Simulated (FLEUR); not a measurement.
```
! title: Magnetic state of Cr2O3 (Eskolaite) from several starts
! method: PBE with U = 3.5 eV on Cr d; all-electron FLAPW, Dirac cores, scalar-relativistic bands
! program: FLEUR MaX-R8.1
! settings of one run: kmax 4.4 1/bohr, gmax 13.2 1/bohr, muffin tin radii Cr: 2.31, O: 1.31 bohr, lmax Cr: [8, 6], O: [6, 4], hist occupations, smearing width 0.05 eV, mixer Anderson, mixing 0.05, max iterations 120, stop 0.0001 me/bohr³, collinear spin, 6×6×6 k-mesh, double counting FLL, mesh matched on, starting moments 3 -3 -3 3 0 0 0 0 0 0 μB
! cost: 6 runs, 24 min in all on 4 MPI ranks of Intel Xeon Platinum 8375C at 2.90GHz (Ice Lake), shared host (the runs of this entry)
! notes: This is the lowest of 6 finished starts, no proof of the ground state.
! lowest state found: antiferromagnetic (initial antiferro +--+)
! largest site spin moment: 2.81 μB
! next finished state: antiferromagnetic, 31.8 meV a seeded atom higher
! spinless run over the lowest (under a U no clean measure of the moments): 2736 meV a seeded atom
CELL_PARAMETERS angstrom
2.47850 1.43096 4.53077
-2.47850 1.43096 4.53077
0.00000 -2.86193 4.53077
ATOMIC_POSITIONS crystal
Cr 0.34748 0.34748 0.34748
Cr 0.15252 0.15252 0.15252
Cr 0.65252 0.65252 0.65252
Cr 0.84748 0.84748 0.84748
O 0.55580 0.94420 0.25000
O 0.25000 0.55580 0.94420
O 0.94420 0.25000 0.55580
O 0.44420 0.05580 0.75000
O 0.75000 0.44420 0.05580
O 0.05580 0.75000 0.44420
```

[Logs and program files are shortened in this print: banners, set-up blocks, solver, clock and traceback lines can be left out without a mark of their own.]

[Logs are printed without paths, hosts, clocks, repeated set-up lines and the standing remarks that a program may print on its own settings, such as how far it seeks lower states.]

[Hosts, paths, dates, database ids (printed as entryN), source tags and the programs' standing remarks are cut or masked in the printed files.]

[Where a cell is said to come from a database of computed structures, the database is the Materials Project.]
